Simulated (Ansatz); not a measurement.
## KI (Fm-3m): refractive index against wavelength

The refractive index of KI (Fm-3m) below the direct gap (3.97 eV on the mesh) is read from one computed spectrum, n = √(Re ε).

The structure is cubic, space group Fm-3m (No. 225). The conventional cell has a = 7.066 Å, b = 7.066 Å, c = 7.066 Å, α = 90.00°, β = 90.00°, γ = 90.00°. Around I on site b lie 6 K at 3.53 Å. Around K on site a lie 6 I at 3.53 Å.

Method: Ansatz 0.2.0, PBE, independent particles, k-mesh 6×6×6 with interpolation inside its cells, Gaussian parameter 0.1 eV.

Launch of the response step: `ansatz run input.yaml --threads 4 --pin off --max-ram 8192MiB --backend cpu --events-out ev --progress --plain --runs-dir out`. The run took 4 s, on 4 threads of Intel(R) Xeon(R) Platinum 8488C (Sapphire Rapids), with other jobs on the host.

| wavelength (nm) | photon energy E (eV) | n |
| --- | --- | --- |
| 1310 | 0.946 | 1.8107 |
| 1064 | 1.165 | 1.8166 |
| 850 | 1.459 | 1.8266 |
| 700 | 1.771 | 1.8404 |
| 633 | 1.959 | 1.8504 |
| 532 | 2.331 | ? |
| 450 | 2.755 | 1.9114 |

In the single-oscillator model n² − 1 = E₀E_d/(E₀² − E²), so 1/(n² − 1) = E₀/E_d − E²/(E₀E_d) is linear in E².

Working, on the rows shown:

| x = E² (eV²) | y = 1/(n² − 1) |
| --- | --- |
| 0.895757 | 0.438859 |
| 1.35784 | 0.434776 |
| 2.12762 | 0.427997 |
| 3.13716 | 0.418923 |
| 3.83641 | 0.412545 |
| 7.59115 | 0.376868 |

Means: x̄ = 3.1577, ȳ = 0.41833. Σ(x − x̄)(y − ȳ) = -0.2738, Σ(x − x̄)² = 29.53. Slope = -0.2738 / 29.53 = -0.009269; intercept = ȳ − slope · x̄ = 0.4476. Turned back into n, the line misses the rows shown by at most 0.00081.

Q: Fill in the last column of the withheld row.

A: At x = 5.4314 the line gives y = 0.39725, that is 1.8754. The run gave 1.8747, so the interpolation is off by 0.00074, 0.7 % of the range in the table.

Refitted with all rows, the slope is -0.009244 and the intercept 0.44757. These give E₀ = √(intercept/−slope) = 6.96 eV and E_d = E₀/intercept = 15.5 eV; E₀ is 1.8 times the direct gap. The electronic limit at long wavelengths, without lattice vibrations, is n = √(1 + 1/intercept) = 1.798. Excitons are left out and so are local fields; PBE gaps are as a rule too small. Spin-orbit coupling is left out.
